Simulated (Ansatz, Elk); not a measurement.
# Bonding as seen by X-rays: TlCuIF, part 2 of 2

Structure refinements treat a crystal as free atoms side by side. For a made-up structure of TlCuIF (cell and positions from a PBE relaxation) the runs below show what the calculated density changes in F(hkl).

Elk 11.2.3 (patched build); all-electron DFT.

So far: The structure; Ground state and structure factors; The highest occupied states alone.

The structure was built from a prototype and need not be the compound's stable phase.

### 4. Another functional

Level of this step: DFT, LDA (Perdew-Wang), all-electron APW+lo, Dirac cores, scalar-relativistic bands, static density, no spin (Elk).

The difference from free atoms is small, so it is set against the change that LDA (Perdew-Wang) makes.

Input file elk.in:

```
tasks
  0
  195

xctype
  3

spinpol
  .false.

rgkmax
  7.0

gmaxvr
  14.0

lmaxo
  7

lmaxapw
  8

swidth
  0.002

tshift
  .false.

ramdisk
  .false.

hmaxvr
  5.5

maxscl
  120

epspot
  1e-06

sppath
  './'

avec
  10.17974193526 0.00000000000 0.00000000000
  0.00000000000 10.17974193526 0.00000000000
  0.00000000000 0.00000000000 9.33348504440

atoms
  4
  'Tl.in'
  1
  -0.0000000000 0.0000000000 0.0000000000   0.000000 0.000000 0.000000
  'I.in'
  1
  0.5000000000 0.5000000000 0.0000000000   0.000000 0.000000 0.000000
  'Cu.in'
  1
  0.5000000000 0.5000000000 0.5000000000   0.000000 0.000000 0.000000
  'F.in'
  1
  0.0000000000 -0.0000000000 0.5000000000   0.000000 0.000000 0.000000

ngridk
  4 4 5
```

Launch:

```
> OMP_NUM_THREADS=4 elk
```

Numbers of over 12 decimals in the logs are rounded to 6 here.

What it wrote:

```text
┌─────────────────────────┐
│ Elk code version 11.2.3 │
└─────────────────────────┘

All units are atomic (Hartree, Bohr, etc.)

┌─────────────────────────────────────────────────┐
│ Ground-state run starting from atomic densities │
└─────────────────────────────────────────────────┘

Lattice vectors :
   10.17974194       0.000000000       0.000000000
   0.000000000       10.17974194       0.000000000
   0.000000000       0.000000000       9.333485044

Reciprocal lattice vectors :
  0.6172244196       0.000000000       0.000000000
[...]
species : 3 (Cu)
   atom 1                    :    27.71749573     (  0.4702462881E-03)
  species : 4 (F)
   atom 1                    :    8.789430316     ( -0.4680845098E-05)
 total in muffin-tins        :    166.0769639
 total calculated charge     :    171.9974698
 total charge                :    172.0000000
 error                       :   0.2530232065E-02

┌──────────────────────────────┐
│ Self-consistent loop stopped │
└──────────────────────────────┘

Warning : core states of species 2 leak from the muffin-tin :   0.6572233761E-03

Warning : core states of species 3 leak from the muffin-tin :   0.4702462881E-03

Wrote STATE.OUT
[key lines of the parts left out:]
total energy                :     -29142.625896076
```

The job ended after 18 s (4 threads of Intel Xeon Platinum 8375C at 2.90GHz (Ice Lake), shared host; peak memory 0.2 GiB; 41 s of CPU time).

Against the first run R = 0.02 %; the largest change is -0.055 at 002.

### 5. A coarser k-mesh

About half the k-points along each axis test the sampling.

Changes to elk.in since step 4:

```diff
@@ -5,3 +5,3 @@
 xctype
-  3
+  20
 
@@ -64,2 +64,2 @@
 ngridk
-  4 4 5
+  2 2 2
```

Launch:

```
> OMP_NUM_THREADS=4 elk
```

What it wrote:

```text
┌─────────────────────────┐
│ Elk code version 11.2.3 │
└─────────────────────────┘

All units are atomic (Hartree, Bohr, etc.)

┌─────────────────────────────────────────────────┐
│ Ground-state run starting from atomic densities │
└─────────────────────────────────────────────────┘

Lattice vectors :
   10.17974194       0.000000000       0.000000000
   0.000000000       10.17974194       0.000000000
   0.000000000       0.000000000       9.333485044

Reciprocal lattice vectors :
  0.6172244196       0.000000000       0.000000000
[...]
species : 3 (Cu)
   atom 1                    :    27.71437623     (  0.4532355434E-03)
  species : 4 (F)
   atom 1                    :    8.820028045     ( -0.2922904114E-06)
 total in muffin-tins        :    166.1220730
 total calculated charge     :    171.9975255
 total charge                :    172.0000000
 error                       :   0.2474546785E-02

┌──────────────────────────────┐
│ Self-consistent loop stopped │
└──────────────────────────────┘

Warning : core states of species 2 leak from the muffin-tin :   0.6528198526E-03

Warning : core states of species 3 leak from the muffin-tin :   0.4532355434E-03

Wrote STATE.OUT
[key lines of the parts left out:]
total energy                :     -29162.528429225
```

Elapsed: 24 s, on 4 threads; peak memory 0.24 GiB.

Against the first run R = 0.01 %; the largest change is +0.035 at 102.

### 6. Basis size

A smaller basis shows how fast F responds to it; the change is likely larger than the basis error of the first run, but doesn't show convergence.

Changes to elk.in since step 5:

```diff
@@ -11,3 +11,3 @@
 rgkmax
-  7.0
+  5.5
 
@@ -64,2 +64,2 @@
 ngridk
-  2 2 2
+  4 4 5
```

Launch:

```
> OMP_NUM_THREADS=4 elk
```

What it wrote:

```text
┌─────────────────────────┐
│ Elk code version 11.2.3 │
└─────────────────────────┘

All units are atomic (Hartree, Bohr, etc.)

┌─────────────────────────────────────────────────┐
│ Ground-state run starting from atomic densities │
└─────────────────────────────────────────────────┘

Lattice vectors :
   10.17974194       0.000000000       0.000000000
   0.000000000       10.17974194       0.000000000
   0.000000000       0.000000000       9.333485044

Reciprocal lattice vectors :
  0.6172244196       0.000000000       0.000000000
[...]
species : 3 (Cu)
   atom 1                    :    27.63690080     (  0.4529238246E-03)
  species : 4 (F)
   atom 1                    :    8.753601761     ( -0.2922905638E-06)
 total in muffin-tins        :    165.9064760
 total calculated charge     :    171.9983238
 total charge                :    172.0000000
 error                       :   0.1676222623E-02

┌──────────────────────────────┐
│ Self-consistent loop stopped │
└──────────────────────────────┘

Warning : core states of species 2 leak from the muffin-tin :   0.6538286829E-03

Warning : core states of species 3 leak from the muffin-tin :   0.4529238246E-03

Wrote STATE.OUT
[key lines of the parts left out:]
total energy                :     -29162.338501598
```

Run time: 26 s. Hardware: 4 threads; peak memory 0.23 GiB.

Against the first run R = 0.03 %; the largest change is +0.075 at 402.

### 7. Settings against the effect

```
              run  R against the first run (%)  R against neutral atoms, low angle (%)  wall time
    PBE, rgkmax 7                         0.00                                    0.33       31 s
LDA (Perdew-Wang)                         0.02                                    0.34       18 s
     k-mesh 2×2×2                         0.01                                    0.33       24 s
       rgkmax 5.5                         0.03                                    0.34       26 s
```

### 8. Outcome

* R against neutral atoms, sin θ/λ < 0.3 Å⁻¹: 0.33 %
* R against neutral atoms, 0.3 to 0.69 Å⁻¹: 0.11 %
* R against ions, below 0.3 Å⁻¹: 0.36 %

What this shows: Independent neutral atoms miss the calculated amplitudes by R = 0.33 % below 0.3 Å⁻¹ and 0.11 % from there to 0.69 Å⁻¹; by shells, 0.64 % below 0.15 Å⁻¹ (4 forms), 0.29 % 0.15 to 0.3 (15 forms), 0.13 % 0.3 to 0.45 (30 forms), 0.10 % above 0.45 (100 forms). Bonding, aspherical density and the tables' own atoms all enter these figures, and the runs don't part them. The largest change of an amplitude is -0.62 electrons, at 101. Formal ions give R = 0.36 % at low angle, no better and no worse than neutral atoms. The window's part falls from 36.0 electrons at the origin to at most 3.38 between 0.45 and 0.69 Å⁻¹, where compact states inside the window still scatter. The window holds more than the 28 outer electrons of the free atoms, so shallow core shells lie inside it. Below 0.3 Å⁻¹ the changes that finished (LDA (Perdew-Wang), k-mesh 2×2×2 and rgkmax 5.5) move F by R = 0.04 % at most, against the 0.33 % that separates it from free atoms. These runs have no spin, though d or f shells may be open. Spin-orbit coupling is left out, which can matter for elements this heavy. Part of the difference isn't bonding: the tables are fits to free atoms and ions calculated by other methods than this functional. Thermal motion, anomalous dispersion and extinction are left out.

[Logs are printed without paths, hosts, clocks, repeated set-up lines and the standing remarks that a program may print on its own settings, such as how far it seeks lower states.]

[Hosts, paths, dates, database ids (printed as entryN), source tags and the programs' standing remarks are cut or masked in the printed files.]
